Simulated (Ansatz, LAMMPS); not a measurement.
# Settings and their price: glassy nearly rigid 77ZrO2-23SiO2 (mol %) at 1800 K (90 atoms)

Density of this cell: 4.39 g/cm³. The cell holds 90 atoms: 23 Zr, 7 Si and 60 O. Cell: a = 10.716 Å, b = 10.716 Å, c = 10.716 Å, α = 90.0°, β = 90.0°, γ = 90.0°. 90 atoms (23 Zr, 7 Si, 60 O) placed at random at 4.39 g/cm³, melted at 4000 K for 10 ps at fixed volume with the Morse and Coulomb pair potential with partial charges (Pedone, Malavasi, Menziani, Cormack and Segre, J. Phys. Chem. B 110, 11780 (2006)). Snapshot at the end of a hold of 10 ps at 1800 K and fixed volume.

Geometry: as built.

Reference run: Kohn-Sham DFT, PBE, PAW (set soft_2), plane waves (Ansatz 0.2.0), cutoff 420 eV, Γ point, fixed occupations.

```
r.m.s. force component                           : 1.891 eV/Å
pressure                                         : -1.812 GPa
gap (highest filled to lowest empty level) : 2.666 eV
SCF cycles                                       : 11
time                                             : 12 s on 8 threads of Arm Neoverse V2, shared host
```

Variants, in no order:
A. support functions medium, spacing 0.33 Å
B. support functions medium, spacing 0.275 Å
C. support functions medium, spacing 0.165 Å

**Question.** Rank the variants by how far their forces lie from the reference's, least first.

C, B, A.

| variant | Δ force, r.m.s. (meV/Å) | share of r.m.s. force (%) |
| --- | --- | --- |
| C. support functions medium, spacing 0.165 Å | 1.7 | 0.0899 |
| B. support functions medium, spacing 0.275 Å | 3.6 | 0.190 |
| A. support functions medium, spacing 0.33 Å | 43.8 | 2.32 |

[Logs are printed without paths, hosts, clocks, repeated set-up lines and the standing remarks that a program may print on its own settings, such as how far it seeks lower states.]

[Hosts, paths, dates, database ids (printed as entryN), source tags and the programs' standing remarks are cut or masked in the printed files.]
